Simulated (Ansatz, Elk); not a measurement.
# MgMn2Al2: X-ray structure factors from the self-consistent density, part 2 of 2

Structure refinements treat a crystal as free atoms side by side. For a made-up structure of MgMn2Al2 (cell and positions from a PBE relaxation) the runs below show what the calculated density changes in F(hkl).

Elk 11.2.3 (patched build); all-electron DFT.

So far: Starting point; Ground state and structure factors; The magnetisation density.

The structure was built from a prototype and need not be the compound's stable phase.

## Step 4: The highest occupied states alone

Level of this step: DFT, PBE, all-electron APW+lo, Dirac cores, scalar-relativistic bands, static density, ferromagnetic start (Elk).

An energy window below the Fermi level keeps the highest occupied states, to see at which angles they scatter; shallow core shells can lie inside it and anion s states outside. No new self-consistency is needed.

The input, elk.in:

```
tasks
  195

xctype
  20

spinpol
  .true.

rgkmax
  7.0

gmaxvr
  14.0

lmaxo
  7

lmaxapw
  8

swidth
  0.002

tshift
  .false.

ramdisk
  .false.

hmaxvr
  5.5

maxscl
  120

epspot
  1e-06

reducebf
  0.8

wsfac
  -0.342580 0.508660

sppath
  './'

avec
  -3.65094602388 3.65094602388 10.86016910459
  3.65094602388 -3.65094602388 10.86016910459
  3.65094602388 3.65094602388 -10.86016910459

atoms
  3
  'Mn.in'
  2
  0.7500000000 0.2500000000 0.5000000000   0.000000 0.000000 -0.135000
  0.2500000000 0.7500000000 0.5000000000   0.000000 0.000000 -0.135000
  'Al.in'
  2
  0.6109099765 0.6109099765 -0.0000000000   0.000000 0.000000 0.000000
  0.3890900235 0.3890900235 -0.0000000000   0.000000 0.000000 0.000000
  'Mg.in'
  1
  0.0000000000 0.0000000000 0.0000000000   0.000000 0.000000 0.000000

ngridk
  7 7 7
```

Started as:

```bash
> OMP_NUM_THREADS=4 elk
```

Numbers of over 12 decimals in the logs are rounded to 6 here.

The log of the run:

```text
┌─────────────────────────────────┐
│ Elk code version 11.2.3 started │
└─────────────────────────────────┘

Info(readinput): the functional depends on the density's gradient
 muffin-tin radial points multiplied by    2.00000
 (not where nrmtscf is given)

┌────────────────────┐
│ Current task : 195 │
└────────────────────┘

Info(sfacrho): density structure factors written to SFACRHO.OUT

 Energy window :  -0.3425800000      0.5086600000

┌──────────────────┐
│ Elk code stopped │
└──────────────────┘
```

The job ended after 5 s (4 threads of AMD EPYC 9B45 (Zen 5), shared host; peak memory 0.22 GiB).

States within 15 eV below the Fermi level hold 22.00 electrons; any levels below the window count with the cores. Their amplitudes can exceed the total, where window and core parts have opposite phase:

```
hkl  sin θ/λ (Å⁻¹)  abs F, window  abs F, all
002          0.087          9.921      31.845
101          0.137          1.145       6.355
004          0.174          6.564      30.976
110          0.183          6.120      11.325
103          0.184          0.318      18.285
112          0.203          6.011      49.518
114          0.253          4.540      42.031
105          0.253          0.410      23.570
200          0.259          4.158      58.390
006          0.261          4.294      34.160
```

## Step 5: Another functional

The difference from free atoms is small, so it is set against the change that PBEsol makes.

elk.in, as its differences from that of step 4:

```diff
@@ -1,6 +1,8 @@
 tasks
+  0
   195
+  196
 
 xctype
-  20
+  22
 
@@ -42,5 +44,2 @@
 
-wsfac
-  -0.342580 0.508660
-
 sppath
```

Started as:

```bash
> OMP_NUM_THREADS=4 elk
```

The log of the run:

```text
┌─────────────────────────┐
│ Elk code version 11.2.3 │
└─────────────────────────┘

All units are atomic (Hartree, Bohr, etc.)

┌─────────────────────────────────────────────────┐
│ Ground-state run starting from atomic densities │
└─────────────────────────────────────────────────┘

Lattice vectors :
  -3.650946024       3.650946024       10.86016910
   3.650946024      -3.650946024       10.86016910
   3.650946024       3.650946024      -10.86016910

Reciprocal lattice vectors :
  0.1903744196E-16  0.8604872910      0.2892765871
[...]
error                       :   0.1130097873E-02

Moments :
 interstitial                :   0.3765232116E-02
 muffin-tins
  species : 1 (Mn)
[...]
species : 2 (Al)
[...]
atom 2                    :  -0.4720898520E-01
  species : 3 (Mg)
   atom 1                    :  -0.3348066000E-01
 total in muffin-tins        :    5.419657503
 total moment                :    5.423422735

┌──────────────────────────────┐
│ Self-consistent loop stopped │
└──────────────────────────────┘

Warning : core states of species 2 leak from the muffin-tin :   0.4920943907E-03

Wrote STATE.OUT
[key lines of the parts left out:]
total energy                :     -2999.6392772148
```

The job ended after 2.7 min (4 threads; peak memory 0.46 GiB; 9.8 min of CPU time).

Against the first run R = 0.06 %; the largest change is -0.035 at 220. The moment goes from 5.43 to 5.42 μB.

## Step 6: A coarser k-mesh

About half the k-points along each axis test the sampling.

elk.in, as its differences from that of step 5:

```diff
@@ -6,3 +6,3 @@
 xctype
-  22
+  20
 
@@ -67,2 +67,2 @@
 ngridk
-  7 7 7
+  4 4 4
```

Started as:

```bash
> OMP_NUM_THREADS=4 elk
```

The log of the run:

```text
┌─────────────────────────┐
│ Elk code version 11.2.3 │
└─────────────────────────┘

All units are atomic (Hartree, Bohr, etc.)

┌─────────────────────────────────────────────────┐
│ Ground-state run starting from atomic densities │
└─────────────────────────────────────────────────┘

Lattice vectors :
  -3.650946024       3.650946024       10.86016910
   3.650946024      -3.650946024       10.86016910
   3.650946024       3.650946024      -10.86016910

Reciprocal lattice vectors :
  0.1903744196E-16  0.8604872910      0.2892765871
[...]
error                       :   0.1106136918E-02

Moments :
 interstitial                :  -0.3349384149E-01
 muffin-tins
  species : 1 (Mn)
[...]
species : 2 (Al)
[...]
atom 2                    :  -0.5605808595E-01
  species : 3 (Mg)
   atom 1                    :  -0.3371235876E-01
 total in muffin-tins        :    5.377122101
 total moment                :    5.343628259

┌──────────────────────────────┐
│ Self-consistent loop stopped │
└──────────────────────────────┘

Warning : core states of species 2 leak from the muffin-tin :   0.4814014542E-03

Wrote STATE.OUT
[key lines of the parts left out:]
total energy                :     -3003.2473054835
```

Elapsed: 66 s, on 4 threads; peak memory 0.46 GiB.

Against the first run R = 0.01 %; the largest change is +0.008 at 002. The moment goes from 5.43 to 5.34 μB.

## Step 7: Settings against the effect

```
          run  R against the first run (%)  R against neutral atoms, low angle (%)  wall time
PBE, rgkmax 7                         0.00                                    0.87    2.7 min
       PBEsol                         0.06                                    0.90    2.7 min
 k-mesh 4×4×4                         0.01                                    0.87       66 s
```

## Step 8: Summary of results

| Item | Value |
| --- | --- |
| R against neutral atoms, sin θ/λ < 0.3 Å⁻¹ | 0.87 % |
| R against neutral atoms, 0.3 to 0.82 Å⁻¹ | 0.20 % |

**Reading.** Independent neutral atoms miss the calculated amplitudes by R = 0.87 % below 0.3 Å⁻¹ and 0.20 % from there to 0.82 Å⁻¹; by shells, 2.43 % below 0.15 Å⁻¹ (2 forms), 0.77 % 0.15 to 0.3 (10 forms), 0.15 % 0.3 to 0.45 (22 forms), 0.22 % above 0.45 (115 forms). Bonding, aspherical density and the tables' own atoms all enter these figures, and the runs don't part them. The largest change of an amplitude is +0.50 electrons, at 002. The magnetic order is that of the start. No other order was tried here, and an antiferromagnetic one would change or move the magnetic intensity. The window's part falls from 22.0 electrons at the origin to at most 1.58 between 0.45 and 0.82 Å⁻¹, where compact states inside the window still scatter. Below 0.3 Å⁻¹ the changes that finished (PBEsol and k-mesh 4×4×4) move F by R = 0.03 % at most, against the 0.87 % that separates it from free atoms. The magnetic factors move by R = 0.9 % (PBEsol) and 1.4 % (k-mesh 4×4×4). The basis has no finished test. Part of the difference isn't bonding: the tables are fits to free atoms and ions calculated by other methods than this functional. Thermal motion, anomalous dispersion and extinction are left out.

[Logs are printed without paths, hosts, clocks, repeated set-up lines and the standing remarks that a program may print on its own settings, such as how far it seeks lower states.]

[Hosts, paths, dates, database ids (printed as entryN), source tags and the programs' standing remarks are cut or masked in the printed files.]
